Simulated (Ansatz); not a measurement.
## BeNi (Pm-3m): the cell at rest

Task: relax BeNi (Pm-3m) tightly.

Calculated with Ansatz 0.2.0; DFT PBEsol, scalar-relativistic, plane waves, PAW.

### 1. The structure

It takes space group Pm-3m (No. 221, cubic). The conventional cell has a = 2.587 Å, b = 2.587 Å, c = 2.587 Å, α = 90.00°, β = 90.00°, γ = 90.00°. Nearest to Be lie 8 Ni at 2.24 Å. Nearest to Ni lie 8 Be at 2.24 Å. Farther neighbours are not listed.

Coordinates:

```cif
data_structure
_symmetry_space_group_name_H-M 'Pm-3m'
_symmetry_Int_Tables_number 221
_cell_length_a 2.5870
_cell_length_b 2.5870
_cell_length_c 2.5870
_cell_angle_alpha 90.000
_cell_angle_beta 90.000
_cell_angle_gamma 90.000
_cell_volume 17.31
loop_
_atom_site_label
_atom_site_type_symbol
_atom_site_symmetry_multiplicity
_atom_site_Wyckoff_symbol
_atom_site_fract_x
_atom_site_fract_y
_atom_site_fract_z
_atom_site_occupancy
Be1 Be 1 a 0.00000 0.00000 0.00000 1
Ni1 Ni 1 b 0.50000 0.50000 0.50000 1
```

### 2. A coarse first look

First a cheap look: the gap decides the mesh and the occupations, the pressure tells how far the cell has to move.

input.yaml reads:

```yaml
crystal:
  lattice:
    - [2.58699959, 0.0, 0.0]
    - [0.0, 2.58699959, 0.0]
    - [0.0, 0.0, 2.58699959]
  atoms:
    - { symbol: Be, position: [0.0, 0.0, 0.0] }
    - { symbol: Ni, position: [0.5, 0.5, 0.5] }
kpoints:
  mp_grid: { grid: [8, 8, 8] }
hamiltonian:
  xc: pbesol
scf:
  occupations: { method: gaussian, width: 0.1 }
output:
  forces: true
  stress: true
  eigenvalues: true
```

The run is started by

```sh
$ ansatz run input.yaml --threads 4 --pin off --max-ram 7168MiB --backend cpu --events-out ev --progress --plain --runs-dir out
```

Numbers of over 12 decimals in the logs are rounded to 6 here.

What it wrote:

```text
Engine: ansatz 0.2.0, aarch64-unknown-linux-gnu
Pseudopotentials: kind: paw
Pseudopotential: Be, paw, valence charge 2, recommended cutoff 420 eV (normal), Be.paw.azcp
Pseudopotential: Ni, paw, valence charge 18, recommended cutoff 420 eV (normal), Ni.paw.azcp
Functional definition: PBEsol
  exchange = pbesol_x
  correlation = pbesol_c
Crystal: 2 atoms, lattice volume = 17.314 Å³
[...]
--- Band table (eV; the first three rows and the last of 35) ---
  k-point 0: bands = [... 6 lower, 11.5050, 13.8606, 13.8606, 13.8606, 22.1443, 22.1443, 22.1443, 29.4673]
  k-point 1: bands = [... 6 lower, 11.5664, 13.6784, 13.6784, 13.8732, 20.4709, 22.6418, 22.6418, 29.5385]
  k-point 2: bands = [... 6 lower, 11.7180, 13.2838, 13.2838, 13.9039, 17.7676, 23.9708, 23.9708, 29.7452]
  k-point 34: bands = [... 6 lower, 10.4632, 14.4866, 14.4866, 20.8471, 20.8471, 20.8471, 21.3406, 21.3406]
[key lines of the parts left out:]
SCF converged after 6 iterations
Free energy (F): -5896.313706 eV
Fermi energy:    15.134737 eV
P = ⅓ Tr σ = -0.9607 GPa (-9.607 kbar)
```

Run time: 0.93 s. Hardware: 4 threads of Arm Neoverse V1, shared host; peak memory 0.26 GiB.

This run has no spin polarisation, although Ni can carry a moment.

This step gave:

```
pressure          : -0.9607 GPa
volume per atom   : 8.657 Å³
gap on the k-mesh : 0 eV
```

The coarse mesh shows no gap and a pressure of -1.0 GPa.

### 3. Relaxation

Harmonic phonons are second derivatives at a point where the forces vanish, and they are wanted at zero stress, so atoms and cell are relaxed first.

input.yaml, the sections that differ from step 2:

```yaml
kpoints:
  mp_grid: { grid: [16, 16, 16] }
output:
  forces: true
  stress: true
  eigenvalues: true
  write_density: true
  write_potential: true
  elf: true
  volumetric_format: npy
relax:
  adjacent_minimum: "off"
  f_tol: 0.005
  max_steps: 80
  cell: { stress_tol: 0.05 }
# crystal, hamiltonian, scf: as in step 2
```

What it wrote:

```text
[...]
Crystal: 2 atoms, lattice volume = 17.314 Å³
Basis set: ecut = 420 eV, 341 PW (Γ), exchange–correlation on 36×36×36 points (8 copies of the dense FFT grid, shifted against one another)
Bands: 14, of which v1, the nominal top of the filled ones, is band 10 counted from 1 (9 counted from 0)
Symmetry: 48 space group operations
[...]
k-points: 165 of 4096
[...]
SCF iter   1: F=—  HF=-5896.309812 eV  |F-HF|=—  |Δ(HF+E_count)|=         —  Δρ=1.82e-2  dr2=3.00e-2  ethr=1.77e-3  ⟨swp⟩=5.0  Hψ=11798  notcnv=0
[...]
SCF iter   6: F=-5896.304927 eV  HF=-5896.304927 eV  |F-HF|=3.09e-11  |Δ(HF+E_count)|=  2.49e-10  Δρ=1.00e-6  dr2=7.85e-11  ethr=6.15e-11  ⟨swp⟩=5.7  Hψ=12169  notcnv=0
SCF 1 converged in 6 iterations: F = -5896.304927 eV  dr2 = 7.85e-11
[...]
relax step   1: F+E_penalty+E_count = -5896.30492718 eV  Δ(F+E_penalty+E_count) = +0.000e0 eV  max|allowed force component| = 3.037e-29 eV/Å  Δτ_max = 0.0000 Å  P = -0.857 GPa  Ω = 17.314 Å³  (6 SCF iters, dr2 threshold 1.00e-7 eV, accepted)
Crystal: 2 atoms, lattice volume = 17.278 Å³
[...]
iter 1 solved again at ethr=2.76e-7 eV; its pass at ethr=3.10e-3 eV (dr2=5.52e-5 eV) is discarded
[...]
SCF iter   6: F=-5896.305082 eV  HF=-5896.305082 eV  |F-HF|=2.73e-12  |Δ(HF+E_count)|=  9.09e-13  Δρ=2.14e-8  dr2=6.30e-14  ethr=1.00e-12  ⟨swp⟩=3.9  Hψ=9187  notcnv=0
SCF 2 converged in 6 iterations: F = -5896.305082 eV  dr2 = 6.30e-14
relax step   2: F+E_penalty+E_count = -5896.30508182 eV  Δ(F+E_penalty+E_count) = -1.546e-4 eV  max|allowed force component| = 2.136e-31 eV/Å  Δτ_max = 0.0000 Å  P = -0.455 GPa  Ω = 17.278 Å³  energy of the carried Pulay correction = +8.524e-6 eV  (6 SCF iters, dr2 threshold 2.00e-7 eV, accepted)
Crystal: 2 atoms, lattice volume = 17.238 Å³
[...]
SCF iter   6: F=-5896.305148 eV  HF=-5896.305148 eV  |F-HF|=9.09e-13  |Δ(HF+E_count)|=  2.73e-12  Δρ=2.22e-8  dr2=7.07e-14  ethr=1.00e-12  ⟨swp⟩=3.9  Hψ=9341  notcnv=0
SCF 3 converged in 6 iterations: F = -5896.305148 eV  dr2 = 7.07e-14
relax step   3: F+E_penalty+E_count = -5896.30514824 eV  Δ(F+E_penalty+E_count) = -6.642e-5 eV  max|allowed force component| = 3.550e-30 eV/Å  Δτ_max = 0.0000 Å  P = +0.003 GPa  Ω = 17.238 Å³  energy of the carried Pulay correction = +1.815e-5 eV  (6 SCF iters, dr2 threshold 2.00e-7 eV, accepted)
[...]
SCF iter   9: F=-5896.305131 eV  HF=-5896.305131 eV  |F-HF|=1.82e-12  |Δ(HF+E_count)|=    0.00e0  Δρ=1.68e-10  dr2=4.28e-18  ethr=1.00e-12  ⟨swp⟩=2.0  Hψ=6169  notcnv=0
SCF 4 converged in 9 iterations: F = -5896.305131 eV  dr2 = 4.28e-18
relax step   4: F+E_penalty+E_count = -5896.30513127 eV  Δ(F+E_penalty+E_count) = +1.696e-5 eV  max|allowed force component| = 8.743e-30 eV/Å  Δτ_max = 0.0000 Å  P = +0.003 GPa  Ω = 17.238 Å³  stress off target by 2.69e-3 GPa  SCF on the basis re-selected at this cell (its energy is not comparable with the rows above)  (9 SCF iters)
basis re-selected at this cell: Δ(F+E_penalty+E_count) = +1.696e-5 eV, ΔP = -0.001 GPa vs the last step (what re-selecting the basis moved, of the pressure what is left beyond the Pulay correction that the steps carried, after the strain that the cell walked since its last selection, with what the two solves' SCF thresholds leave and, on support functions, any second-order correction that the steps lacked; it is no m [...]
SCF converged after 9 iterations
Free energy (F): -5896.305131 eV
[...]
Internal energy: -5896.300191 eV  (E = F + TS)
E sigma→0 (E₀):  -5896.302661 eV
Entropy (-TS):   -0.004940 eV (-2.470 meV/atom)
Fermi energy:    15.273344 eV
[...]
--- Stress (GPa, compression-positive) ---
        0.002688       0.000000       0.000000
       -0.000000       0.002688      -0.000000
        0.000000      -0.000000       0.002688
  P = ⅓ Tr σ = 0.0027 GPa (0.027 kbar)
--- Band table (eV; the first three rows and the last of 165) ---
  k-point 0: bands = [... 6 lower, 11.5673, 13.9379, 13.9379, 13.9379, 22.2423, 22.2423, 22.2423, 29.5842]
  k-point 1: bands = [... 6 lower, 11.5833, 13.8890, 13.8890, 13.9412, 21.7380, 22.3702, 22.3702, 29.6018]
  k-point 2: bands = [... 6 lower, 11.6291, 13.7545, 13.7545, 13.9506, 20.5666, 22.7418, 22.7418, 29.6543]
  k-point 164: bands = [... 6 lower, 10.5192, 14.5687, 14.5687, 20.9440, 20.9440, 20.9440, 21.4427, 21.4427]
--- Relaxed structure (3 steps of the walk, 3 accepted, 1 SCFs on fresh bases) ---
  F+E_penalty+E_count = -5896.30513127 eV   max|allowed force component| = 8.743e-30 eV/Å   (the final SCF, on the basis selected at the relaxed cell)
  cell:  # Å, volume = 17.2378 Å³
    - [2.583215, 0, 0]
    - [0, 2.583215, 0]
    - [0, 0, 2.583215]
  atoms:
    - { symbol: Be, position: [0, 0, 0] }
    - { symbol: Ni, position: [0.500000, 0.500000, 0.500000] }
```

Elapsed: 3.7 s, on 4 threads; peak memory 0.35 GiB; 13 s of CPU time.

Relaxation path:

```tsv
step	energy less that of the first step (eV)	largest force component (eV/Å)	pressure (GPa)	volume (Å³)
1	0.0000	0.0000	-0.86	17.31
2	-0.0002	0.0000	-0.46	17.28
3	-0.0002	0.0000	0.00	17.24
4*	-0.0002	0.0000	0.00	17.24
```

Relaxation steps marked * repeat the geometry before them on a plane-wave basis chosen anew for their cell, so energy and pressure can jump there.

The run keeps the 48 symmetry operations that it works with, so distortions that break them were not tested.

```tsv
conventional cell, symmetrised	before	after	change
a (Å)	2.587	2.583	-0.1 %
b (Å)	2.587	2.583	-0.1 %
c (Å)	2.587	2.583	-0.1 %
volume (Å³/atom)	8.66	8.62	-0.4 %
```

Final coordinates:

```xyz
2
Lattice="2.5832 0.0000 0.0000 0.0000 2.5832 0.0000 0.0000 0.0000 2.5832" Properties=species:S:1:pos:R:3 pbc="T T T"
Be    0.0000    0.0000    0.0000
Ni    1.2916    1.2916    1.2916
```

Numbers from this step:

```
pressure        : 0.002688 GPa
volume per atom : 8.619 Å³
```

Electrostatic potential energy in the ac plane at fractional y = 0.000, with atoms of Be within 0.2 Å of it. With pseudopotentials it is smooth inside the atoms' cores, unlike the true potential.

Ten even steps from '_' (-29 eV) to '@' (16 eV):
```
____::++%%@@@@@@@@%%++::__
..::==##@@@@@@@@@@@@##==::
++++##%%@@@@@@@@@@@@%%##++
%%%%@@@@@@@@@@@@@@@@@@@@%%
@@@@@@@@@@@@@@@@@@@@@@@@@@
@@@@@@@@@@@@@@@@@@@@@@@@@@
@@@@@@@@@@@@@@@@@@@@@@@@@@
@@@@@@@@@@@@@@@@@@@@@@@@@@
%%%%@@@@@@@@@@@@@@@@@@@@%%
++++##%%@@@@@@@@@@@@%%##++
..::==##@@@@@@@@@@@@##==::
____::++%%@@@@@@@@%%++::__
____..++%%@@@@@@@@%%++..__
```
Columns run along a (2.6 Å; values clipped at the 3rd and 97th percentile), rows up along c (2.6 Å). Atoms in or near the plane, at fractional coordinates: Be at (0.00, 0.00).

Valence density in the ac plane at fractional y = 0.000, with atoms of Be within 0.2 Å of it. It is the smooth field of the valence electrons, not physical close to the nuclei.

Values in e/Å³, 13 rows by 13 columns:
```
0.09 0.13 0.20 0.25 0.26 0.25 0.25 0.25 0.25 0.26 0.25 0.20 0.13
0.18 0.20 0.24 0.27 0.27 0.26 0.26 0.26 0.26 0.27 0.27 0.24 0.20
0.25 0.25 0.27 0.27 0.28 0.28 0.28 0.28 0.28 0.28 0.27 0.27 0.25
0.26 0.26 0.27 0.28 0.29 0.29 0.29 0.29 0.29 0.29 0.28 0.27 0.26
0.25 0.25 0.26 0.28 0.29 0.30 0.31 0.31 0.30 0.29 0.28 0.26 0.25
0.24 0.25 0.26 0.28 0.29 0.31 0.34 0.34 0.31 0.29 0.28 0.26 0.25
0.24 0.25 0.26 0.28 0.29 0.31 0.34 0.34 0.31 0.29 0.28 0.26 0.25
0.25 0.25 0.26 0.28 0.29 0.30 0.31 0.31 0.30 0.29 0.28 0.26 0.25
0.26 0.26 0.27 0.28 0.29 0.29 0.29 0.29 0.29 0.29 0.28 0.27 0.26
0.25 0.25 0.27 0.27 0.28 0.28 0.28 0.28 0.28 0.28 0.27 0.27 0.25
0.18 0.20 0.24 0.27 0.27 0.26 0.26 0.26 0.26 0.27 0.27 0.24 0.20
0.09 0.13 0.20 0.25 0.26 0.25 0.25 0.25 0.25 0.26 0.25 0.20 0.13
0.05 0.09 0.18 0.25 0.26 0.25 0.24 0.24 0.25 0.26 0.25 0.18 0.09
```
Columns run along a (2.6 Å), rows up along c (2.6 Å). Atoms in or near the plane, at fractional coordinates: Be at (0.00, 0.00).

ELF in the ac plane at fractional y = 0.000, with atoms of Be within 0.2 Å of it. It is the smooth field of the valence electrons, not physical close to the nuclei.

Ten even steps from '0' (0.00) to '9' (0.48):
```
0015899998510
0137999999731
4579998899975
8899987789998
9999877778999
9998776677899
9998776677899
9999877778999
8899987789998
4579998899975
0137999999731
0015899998510
0004899998400
```
Columns run along a (2.6 Å), rows up along c (2.6 Å). Atoms in or near the plane, at fractional coordinates: Be at (0.00, 0.00).

In this step the volume went from 8.66 to 8.62 Å³/atom.

### 4. Tight relaxation

Phonons need a cell at rest on their own settings, so the relaxation is repeated with tight tolerances on forces and stress on the k mesh and occupations of the first response run.

input.yaml reads:

```yaml
crystal:
  lattice:
    - [2.5832154353, 0.0, 0.0]
    - [0.0, 2.5832154353, 0.0]
    - [0.0, 0.0, 2.5832154353]
  atoms:
    - { symbol: Be, position: [0.0, 0.0, 0.0] }
    - { symbol: Ni, position: [0.5, 0.5, 0.5] }
kpoints:
  mp_grid: { grid: [16, 16, 16] }
hamiltonian:
  xc: pbesol
scf:
  occupations: { method: methfessel_paxton, width: 0.15 }
output:
  forces: true
  stress: true
  eigenvalues: true
relax:
  adjacent_minimum: "off"
  f_tol: 0.001
  max_steps: 60
  cell: { stress_tol: 0.01 }
```

What it wrote:

```text
[...]
Crystal: 2 atoms, lattice volume = 17.238 Å³
Basis set: ecut = 420 eV, 341 PW (Γ), exchange–correlation on 36×36×36 points (8 copies of the dense FFT grid, shifted against one another)
Bands: 14, of which v1, the nominal top of the filled ones, is band 10 counted from 1 (9 counted from 0)
Symmetry: 48 space group operations
[...]
k-points: 165 of 4096
[...]
k-point 164: bands = [... 6 lower, 10.5211, 14.5714, 14.5714, 20.9470, 20.9470, 20.9470, 21.4459, 21.4459]
--- Relaxed structure (3 steps of the walk, 3 accepted, 1 SCFs on fresh bases) ---
[...]
cell:  # Å, volume = 17.2354 Å³
    - [2.583097, 0.0, 0.0]
    - [0.0, 2.583097, 0.0]
    - [0.0, 0.0, 2.583097]
  atoms:
    - { symbol: Be, position: [0, 0, 0] }
    - { symbol: Ni, position: [0.5, 0.5, 0.5] }
[key lines of the parts left out:]
SCF converged after 7 iterations
Free energy (F): -5896.302796 eV
Fermi energy:    15.281887 eV
P = ⅓ Tr σ = 0.0012 GPa (0.012 kbar)
```

Run time: 4 s. Hardware: 4 threads; peak memory 0.35 GiB; 12 s of CPU time.

Little changed from the start: no atom moved by 0.005 Å and no cell edge by 0.1 %.

Numbers from this step:

- pressure: 0.001203 GPa
- volume per atom: 8.618 Å³

The forces vanish by symmetry and the pressure is 0.001 GPa, within the tolerances set. The cell now holds 8.62 Å³/atom.

### 5. Results

* space group after relaxation: Pm-3m
* lattice constant a: 2.583 Å
* lattice constant b: 2.583 Å
* lattice constant c: 2.583 Å
* volume per atom: 8.62 Å³

The forces vanish by symmetry and the pressure is 0.001 GPa, within the tolerances set. The cell now holds 8.62 Å³/atom. The relaxation keeps the symmetry of its start, so it says nothing on stability against lower symmetry. The runs are without spin polarisation, although Ni often carries a moment.

[Logs are printed without paths, hosts, clocks, repeated set-up lines and the standing remarks that a program may print on its own settings, such as how far it seeks lower states.]

[Hosts, paths, dates, database ids (printed as entryN), source tags and the programs' standing remarks are cut or masked in the printed files.]
